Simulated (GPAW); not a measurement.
**Screening of a field by V2CO2 MXene monolayer**

Aim: the dipole that a field along the normal induces in V2CO2 MXene monolayer.

Calculated with GPAW 26.7.0; GPAW, PAW setups; layer in a repeated cell with vacuum, relaxation of atoms and in-plane cell, in the first sound run; inputs show where later runs differ.

## (1) The structure

The cell holds 5 atoms: 2 O, 2 V and 1 C. Cell: a = 3.012 Å, b = 3.012 Å, c = 18.498 Å, α = 90.0°, β = 90.0°, γ = 120.0°. Vacuum lies along c.

## (2) Relaxing the atoms

Forces are removed first; all later runs use this geometry.

The input, run.py:

```python
import json
import numpy as np
from ase import Atoms
from ase.filters import FrechetCellFilter
from ase.optimize import BFGS
from gpaw import GPAW, PW

slab = Atoms(
    ['O', 'V', 'C', 'V', 'O'],
    positions=[
        [-0.00000, 1.73907, 7.00000],
        [1.50608, 0.86953, 8.06067],
        [0.00000, 0.00000, 9.24918],
        [-0.00000, 1.73907, 10.43770],
        [1.50608, 0.86953, 11.49837]],
    cell=[[3.01215, 0.0, 0.0], [-1.50608, 2.6086, 0.0], [0.0, 0.0, 18.4984]],
    pbc=[True, True, True],
    magmoms=[0.0, 2.0, 0.0, 2.0, 0.0])

slab.calc = GPAW(mode=PW(600), xc='PBE', kpts={'size': (12, 12, 1), 'gamma': True},
                 occupations={'name': 'fermi-dirac', 'width': 0.05}, nbands='160%',
                 convergence={'density': 1e-05}, maxiter=200,
                 symmetry={'tolerance': 1e-3}, txt='slab.txt')
result = {}
# The in-plane cell is free; stress needs a cell that repeats along all three vectors
path = []
opt = BFGS(FrechetCellFilter(slab, mask=[1, 1, 0, 0, 0, 1]), maxstep=0.2)
opt.attach(lambda: path.append((slab.get_potential_energy(), slab.positions.tolist(), slab.get_forces().tolist())))
result['relaxed'] = bool(opt.run(fmax=0.02, steps=45))
result['path'] = path
result['cell'] = slab.cell.tolist()
print('in-plane lattice', slab.cell.cellpar().round(4)[[0, 1, 5]])
energy = slab.get_potential_energy()
fermi = slab.calc.get_fermi_level()
v = slab.calc.get_electrostatic_potential().mean((0, 1)) - fermi
n = slab.calc.get_pseudo_density().mean((0, 1))
L = slab.cell[2, 2]
z = np.arange(len(v)) * L / len(v)
low, high = slab.positions[:, 2].min(), slab.positions[:, 2].max()
below, above = np.interp([low - 4.8, high + 4.8], z, v)
slopes = [np.interp(x, z, np.gradient(v, z)) for x in (low - 4.8, high + 4.8)]
eps = np.array([[slab.calc.get_eigenvalues(k, s) for k in range(len(slab.calc.get_ibz_k_points()))]
                for s in range(slab.calc.get_number_of_spins())]) - fermi
top, bottom = eps[eps < 0].max(), eps[eps > 0].min()
dipole = slab.get_dipole_moment()[2]
print(f'energy {energy:.4f} eV, Fermi level {fermi:.4f} eV, dipole {dipole:.5f} e A')
print(f'potential 4.8 A off the faces, from the Fermi level: lower {below:.4f} eV, upper {above:.4f} eV')
print(f'slope of the potential there: lower {slopes[0]:.5f}, upper {slopes[1]:.5f} eV/A')
print(f'nearest levels on the mesh: {top:.4f} and {bottom:.4f} eV')
print('magnetic moment', round(slab.get_magnetic_moment(), 3))
result.update(energy=energy, fermi=fermi, dipole=dipole, below=below, above=above, slopes=slopes, edges=[top, bottom],
              z=z.tolist(), v=v.tolist(), n=n.tolist(), positions=slab.positions.tolist(),
              forces=slab.get_forces(apply_constraint=False).tolist(), moments=slab.get_magnetic_moments().tolist())
json.dump(result, open('result.json', 'w'))
```

The run is started by

```console
OMP_NUM_THREADS=1 OPENBLAS_NUM_THREADS=1 python run.py
```

Output:

```text
Step          Energy          fmax
BFGS:    0      -43.239432        1.672638
BFGS:    1      -43.346803        1.448333
BFGS:    2      -43.494510        0.913938
BFGS:    3      -43.520499        0.617644
BFGS:    4      -43.541780        0.333216
BFGS:    5      -43.545152        0.212817
BFGS:    6      -43.549866        0.156556
BFGS:    7      -43.547489        0.071068
BFGS:    8      -43.545810        0.021758
BFGS:    9      -43.545344        0.002444
in-plane lattice [  2.8872   2.8872 120.0001]
energy -43.5379 eV, Fermi level -1.2204 eV, dipole -0.00042 e A
potential 4.8 A off the faces, from the Fermi level: lower 6.6529 eV, upper 6.6553 eV
slope of the potential there: lower -0.00086, upper -0.00021 eV/A
nearest levels on the mesh: -0.1022 and 0.0226 eV
magnetic moment -0.0
```

It took 20 min on 1 thread of Arm Neoverse V2, shared host; peak memory 0.48 GiB.

Numbers from this step:

- dipole along the normal: -4.18e-4 e·Å
- levels nearest the Fermi level on the mesh: -0.1022, 0.02257 eV from the Fermi level
- sum of the site moments: 0 μB

The electrostatic potential energy of an electron (without an applied field's), less the Fermi level, planar mean oscillates, so the rows of the table below give means over windows of 1.41 Å about each position, cut where the curve ends. Its maxima inside the range that stand out by 2 % of the span (Å: eV): 7.4: -9.55, 8.8: -8.26, 9.7: -8.26, 11.1: -9.55. Its minima: 7.0: -12.4, 8.0: -18.9, 9.2: -14.0, 10.5: -18.9, 11.5: -12.4.

Table of electrostatic potential energy of an electron (without an applied field's), less the Fermi level, planar mean by z; means over each step:

| z (Å) | electrostatic potential energy of an electron (without an applied field's), less the Fermi level, planar mean (eV) |
| --- | --- |
| 0.70 | 6.65 |
| 2.11 | 6.65 |
| 3.52 | 6.65 |
| 4.93 | 6.62 |
| 6.34 | 1.35 |
| 7.75 | -14.1 |
| 9.16 | -10.4 |
| 10.57 | -13.9 |
| 11.98 | -0.843 |
| 13.39 | 6.60 |
| 14.80 | 6.66 |
| 16.21 | 6.66 |
| 17.62 | 6.65 |

The pseudo valence density, planar mean oscillates, so the rows of the table below give means over windows of 1.06 Å about each position, cut where the curve ends. Its maxima inside the range that stand out by 2 % of the span (Å: e/Å³): 7.0: 1.05, 8.1: 2.06, 10.4: 2.06, 11.5: 1.05. Its minima: 7.4: 0.843, 8.8: 0.592, 11.1: 0.843.

Table of pseudo valence density, planar mean by z; means over each step:

| z (Å) | pseudo valence density, planar mean (e/Å³) |
| --- | --- |
| 3.71 | 2.0e-5 |
| 4.77 | 8.8e-4 |
| 5.83 | 0.0514 |
| 6.89 | 0.753 |
| 7.95 | 1.46 |
| 9.01 | 0.644 |
| 10.07 | 1.22 |
| 11.13 | 1.07 |
| 12.19 | 0.279 |
| 13.25 | 0.00536 |
| 14.31 | 1.1e-4 |

The relaxation lowered the energy of the cell by 0.306 eV (energies extrapolated to zero smearing; the optimiser's log prints free energies). The largest force left on a free atom is 0.0024 eV/Å.

## (3) Plane waves, PBE

With the geometry fixed, the planar mean of the potential gives the vacuum level on each side.

This step: GPAW, PAW setups; slab in vacuum (GPAW 26.7.0).

The cell differs from the one that the last finished run ended in (c 18.498 → 18.451 Å).

run.py, as its differences from that of step 2:

```diff
@@ -3,4 +3,2 @@
 from ase import Atoms
-from ase.filters import FrechetCellFilter
-from ase.optimize import BFGS
 from gpaw import GPAW, PW
@@ -10,24 +8,17 @@
     positions=[
-        [-0.00000, 1.73907, 7.00000],
-        [1.50608, 0.86953, 8.06067],
-        [0.00000, 0.00000, 9.24918],
-        [-0.00000, 1.73907, 10.43770],
-        [1.50608, 0.86953, 11.49837]],
-    cell=[[3.01215, 0.0, 0.0], [-1.50608, 2.6086, 0.0], [0.0, 0.0, 18.4984]],
-    pbc=[True, True, True],
+        [-0.00000, 1.66690, 7.00000],
+        [1.44358, 0.83345, 8.02998],
+        [-0.00000, 0.00000, 9.22533],
+        [-0.00000, 1.66690, 10.42070],
+        [1.44358, 0.83345, 11.45068]],
+    cell=[[2.88715, -0.0, 0.0], [-1.44358, 2.50035, 0.0], [0.0, 0.0, 18.4507]],
+    pbc=[True, True, False],
     magmoms=[0.0, 2.0, 0.0, 2.0, 0.0])
 
-slab.calc = GPAW(mode=PW(600), xc='PBE', kpts={'size': (12, 12, 1), 'gamma': True},
+slab.calc = GPAW(mode=PW(500), xc='PBE', kpts={'size': (12, 12, 1), 'gamma': True},
                  occupations={'name': 'fermi-dirac', 'width': 0.05}, nbands='160%',
                  convergence={'density': 1e-05}, maxiter=200,
+                 poissonsolver={'dipolelayer': 'xy'},
                  symmetry={'tolerance': 1e-3}, txt='slab.txt')
 result = {}
-# The in-plane cell is free; stress needs a cell that repeats along all three vectors
-path = []
-opt = BFGS(FrechetCellFilter(slab, mask=[1, 1, 0, 0, 0, 1]), maxstep=0.2)
-opt.attach(lambda: path.append((slab.get_potential_energy(), slab.positions.tolist(), slab.get_forces().tolist())))
-result['relaxed'] = bool(opt.run(fmax=0.02, steps=45))
-result['path'] = path
-result['cell'] = slab.cell.tolist()
-print('in-plane lattice', slab.cell.cellpar().round(4)[[0, 1, 5]])
 energy = slab.get_potential_energy()
```

Output:

```text
energy -42.8490 eV, Fermi level -1.1972 eV, dipole -0.00033 e A
potential 4.8 A off the faces, from the Fermi level: lower 6.6422 eV, upper 6.6495 eV
slope of the potential there: lower -0.00024, upper 0.00024 eV/A
nearest levels on the mesh: -0.1032 and 0.0220 eV
magnetic moment 0.0
```

Elapsed: 89 s, on 1 thread; peak memory 0.28 GiB.

This step gave:

* dipole along the normal: -3.29e-4 e·Å
* levels nearest the Fermi level on the mesh: -0.1032, 0.02197 eV from the Fermi level
* upper work function: 6.650 eV
* lower work function: 6.642 eV

The electrostatic potential energy of an electron (without an applied field's), less the Fermi level, planar mean oscillates, so the rows of the table below give means over windows of 1.35 Å about each position, cut where the curve ends. Its maxima inside the range that stand out by 2 % of the span (Å: eV): 7.4: -9.58, 8.7: -8.24, 9.7: -8.24, 11.1: -9.58. Its minima: 7.0: -12.4, 8.1: -18.9, 9.2: -14.0, 10.4: -18.9, 11.4: -12.4.

Table of electrostatic potential energy of an electron (without an applied field's), less the Fermi level, planar mean by z; means over each step:

| z (Å) | electrostatic potential energy of an electron (without an applied field's), less the Fermi level, planar mean (eV) |
| --- | --- |
| 0.68 | 6.64 |
| 2.03 | 6.64 |
| 3.38 | 6.64 |
| 4.73 | 6.62 |
| 6.08 | 4.32 |
| 7.43 | -12.6 |
| 8.78 | -12.2 |
| 10.13 | -13.6 |
| 11.48 | -6.68 |
| 12.83 | 6.23 |
| 14.18 | 6.64 |
| 15.53 | 6.65 |
| 16.88 | 6.65 |
| 18.23 | 6.65 |

The pseudo valence density, planar mean oscillates, so the rows of the table below give means over windows of 0.96 Å about each position, cut where the curve ends. Its maxima inside the range that stand out by 2 % of the span (Å: e/Å³): 7.11: 1.02, 8.07: 2.07, 10.38: 2.07, 11.34: 1.02. Its minima: 7.50: 0.863, 8.84: 0.593, 10.96: 0.863.

Table of pseudo valence density, planar mean by z; means over each step:

| z (Å) | pseudo valence density, planar mean (e/Å³) |
| --- | --- |
| 4.32 | 1.7e-4 |
| 5.28 | 0.00588 |
| 6.24 | 0.228 |
| 7.20 | 0.946 |
| 8.16 | 1.48 |
| 9.12 | 0.611 |
| 10.08 | 1.27 |
| 11.04 | 1.10 |
| 12.00 | 0.411 |
| 12.96 | 0.0135 |
| 13.92 | 3.7e-4 |
| 14.88 | 1.4e-5 |

Force by atom:

| atom | x (eV/Å) | y (eV/Å) | z (eV/Å) | size |
| --- | --- | --- | --- | --- |
| O1 | 0.0000 | 0.0000 | -0.0813 | 0.0813 |
| V2 | 0.0000 | 0.0000 | 0.0241 | 0.0241 |
| C3 | 0.0000 | 0.0000 | 0.0000 | 0.0000 |
| V4 | 0.0000 | 0.0000 | -0.0241 | 0.0241 |
| O5 | 0.0000 | 0.0000 | 0.0813 | 0.0813 |

The potential is flat to 2.4e-4 eV/Å where it is read, so the vacuum is wide enough.

## (4) In a field

A uniform field along the normal polarises the slab; the atoms stay fixed, so this is the electronic response alone.

run.py, as its differences from that of step 3:

```diff
@@ -4,2 +4,3 @@
 from gpaw import GPAW, PW
+from gpaw.external import ConstantElectricField
 
@@ -21,2 +22,3 @@
                  poissonsolver={'dipolelayer': 'xy'},
+                 external=ConstantElectricField(-0.2, [0, 0, 1]),
                  symmetry={'tolerance': 1e-3}, txt='slab.txt')
```

Output:

```text
energy -42.8535 eV, Fermi level -1.1980 eV, dipole -0.04411 e A
potential 4.8 A off the faces, from the Fermi level: lower 6.0943 eV, upper 7.1999 eV
slope of the potential there: lower -0.00026, upper 0.00026 eV/A
nearest levels on the mesh: -0.1031 and 0.0220 eV
magnetic moment -0.0
```

It took 9 min on 1 thread; peak memory 0.58 GiB.

Numbers from this step:

* dipole along the normal: -0.04411 e·Å
* levels nearest the Fermi level on the mesh: -0.1031, 0.02196 eV from the Fermi level
* potential below the slab, the applied field's own ramp left out: 6.094 eV from the Fermi level
* potential above the slab, the applied field's own ramp left out: 7.200 eV from the Fermi level

The electrostatic potential energy of an electron (without an applied field's), less the Fermi level, planar mean oscillates, so the rows of the table below give means over windows of 1.35 Å about each position, cut where the curve ends. Its maxima inside the range that stand out by 2 % of the span (Å: eV): 7.4: -9.94, 8.7: -8.34, 9.7: -8.14, 11.1: -9.22. Its minima: 7.0: -12.8, 8.1: -19.1, 9.2: -14.0, 10.4: -18.7, 11.4: -12.0.

The electrostatic potential energy of an electron (without an applied field's), less the Fermi level, planar mean by z; means over each step:

| z (Å) | electrostatic potential energy of an electron (without an applied field's), less the Fermi level, planar mean (eV) |
| --- | --- |
| 0.68 | 6.17 |
| 2.03 | 6.09 |
| 3.38 | 6.09 |
| 4.73 | 6.08 |
| 6.08 | 3.81 |
| 7.43 | -13.0 |
| 8.78 | -12.3 |
| 10.13 | -13.4 |
| 11.48 | -6.26 |
| 12.83 | 6.77 |
| 14.18 | 7.19 |
| 15.53 | 7.20 |
| 16.88 | 7.20 |
| 18.23 | 7.13 |

Force by atom:

| atom | x (eV/Å) | y (eV/Å) | z (eV/Å) | size |
| --- | --- | --- | --- | --- |
| O1 | 0.000 | 0.000 | -0.033 | 0.033 |
| V2 | 0.000 | 0.000 | -0.028 | 0.028 |
| C3 | 0.000 | 0.000 | 0.009 | 0.009 |
| V4 | 0.000 | 0.000 | -0.076 | 0.076 |
| O5 | 0.000 | 0.000 | 0.131 | 0.131 |

The dipole is now -0.0441 e Å, against -3.3e-4 in the run without a field.

## (5) Field on

run.py, as its differences from that of step 4:

```diff
@@ -22,3 +22,3 @@
                  poissonsolver={'dipolelayer': 'xy'},
-                 external=ConstantElectricField(-0.2, [0, 0, 1]),
+                 external=ConstantElectricField(-0.1, [0, 0, 1]),
                  symmetry={'tolerance': 1e-3}, txt='slab.txt')
```

Output:

```text
energy -42.8502 eV, Fermi level -1.1974 eV, dipole -0.02204 e A
potential 4.8 A off the faces, from the Fermi level: lower 6.3700 eV, upper 6.9225 eV
slope of the potential there: lower -0.00026, upper 0.00026 eV/A
nearest levels on the mesh: -0.1031 and 0.0219 eV
magnetic moment -0.0
```

Run time: 8.2 min. Hardware: 1 thread; peak memory 0.58 GiB.

Numbers from this step:

```yaml
dipole_along_the_normal: -0.02204 e·Å
levels_nearest_the_fermi_level_on_the_mesh: -0.1031, 0.02192 eV from the Fermi level
potential_below_the_slab_the_applied_field_s_own_ramp_left_out: 6.370 eV from the Fermi level
potential_above_the_slab_the_applied_field_s_own_ramp_left_out: 6.922 eV from the Fermi level
```

The electrostatic potential energy of an electron (without an applied field's), less the Fermi level, planar mean oscillates, so the rows of the table below give means over windows of 1.35 Å about each position, cut where the curve ends. Its maxima inside the range that stand out by 2 % of the span (Å: eV): 7.4: -9.76, 8.7: -8.29, 9.7: -8.19, 11.1: -9.40. Its minima: 7.0: -12.6, 8.1: -19.0, 9.2: -14.0, 10.4: -18.8, 11.4: -12.2.

Table of electrostatic potential energy of an electron (without an applied field's), less the Fermi level, planar mean by z; means over each step:

z (Å), electrostatic potential energy of an electron (without an applied field's), less the Fermi level, planar mean (eV) and a bar from the least value:
```
     0.68        6.4 #############################
     2.03        6.4 #############################
     3.38        6.4 #############################
     4.73        6.4 #############################
     6.08        4.1 ##########################
     7.43      -12.8 #
     8.78      -12.2 ##
    10.13      -13.5 
    11.48       -6.5 ##########
    12.83        6.5 #############################
    14.18        6.9 ##############################
    15.53        6.9 ##############################
    16.88        6.9 ##############################
    18.23        6.9 ##############################
```

Force by atom:

| atom | x (eV/Å) | y (eV/Å) | z (eV/Å) | size |
| --- | --- | --- | --- | --- |
| O1 | 0.000 | 0.000 | -0.057 | 0.057 |
| V2 | 0.000 | 0.000 | -0.002 | 0.002 |
| C3 | 0.000 | 0.000 | 0.005 | 0.005 |
| V4 | 0.000 | 0.000 | -0.050 | 0.050 |
| O5 | 0.000 | 0.000 | 0.106 | 0.106 |

The dipole is now -0.0220 e Å, against -3.3e-4 in the run without a field.

## (6) In a field

run.py, as its differences from that of step 5:

```diff
@@ -22,3 +22,3 @@
                  poissonsolver={'dipolelayer': 'xy'},
-                 external=ConstantElectricField(-0.1, [0, 0, 1]),
+                 external=ConstantElectricField(-0.05, [0, 0, 1]),
                  symmetry={'tolerance': 1e-3}, txt='slab.txt')
```

Output:

```text
energy -42.8493 eV, Fermi level -1.1973 eV, dipole -0.01102 e A
potential 4.8 A off the faces, from the Fermi level: lower 6.5079 eV, upper 6.7843 eV
slope of the potential there: lower -0.00026, upper 0.00026 eV/A
nearest levels on the mesh: -0.1032 and 0.0220 eV
magnetic moment -0.0
```

It took 9 min on 1 thread; peak memory 0.58 GiB.

The electrostatic potential energy of an electron (without an applied field's), less the Fermi level, planar mean oscillates, so the rows of the table below give means over windows of 1.35 Å about each position, cut where the curve ends. Its maxima inside the range that stand out by 2 % of the span (Å: eV): 7.4: -9.67, 8.7: -8.27, 9.7: -8.22, 11.1: -9.49. Its minima: 7.0: -12.5, 8.1: -19.0, 9.2: -14.0, 10.4: -18.9, 11.4: -12.3.

The electrostatic potential energy of an electron (without an applied field's), less the Fermi level, planar mean by z; means over each step:

| z (Å) | electrostatic potential energy of an electron (without an applied field's), less the Fermi level, planar mean (eV) |
| --- | --- |
| 0.68 | 6.53 |
| 2.03 | 6.51 |
| 3.38 | 6.51 |
| 4.73 | 6.49 |
| 6.08 | 4.20 |
| 7.43 | -12.7 |
| 8.78 | -12.2 |
| 10.13 | -13.6 |
| 11.48 | -6.57 |
| 12.83 | 6.36 |
| 14.18 | 6.78 |
| 15.53 | 6.78 |
| 16.88 | 6.78 |
| 18.23 | 6.77 |

## (7) Field on

run.py, as its differences from that of step 6:

```diff
@@ -22,3 +22,3 @@
                  poissonsolver={'dipolelayer': 'xy'},
-                 external=ConstantElectricField(-0.05, [0, 0, 1]),
+                 external=ConstantElectricField(0.05, [0, 0, 1]),
                  symmetry={'tolerance': 1e-3}, txt='slab.txt')
```

Output:

```text
energy -42.8493 eV, Fermi level -1.1973 eV, dipole 0.01100 e A
potential 4.8 A off the faces, from the Fermi level: lower 6.7840 eV, upper 6.5081 eV
slope of the potential there: lower -0.00026, upper 0.00026 eV/A
nearest levels on the mesh: -0.1031 and 0.0219 eV
magnetic moment -0.0
```

Wall time 8.5 min (1 thread); peak memory 0.58 GiB.

(Part 1 of 2 ends here.)

[Logs are printed without paths, hosts, clocks, repeated set-up lines and the standing remarks that a program may print on its own settings, such as how far it seeks lower states.]

[Hosts, paths, dates, database ids (printed as entryN), source tags and the programs' standing remarks are cut or masked in the printed files.]
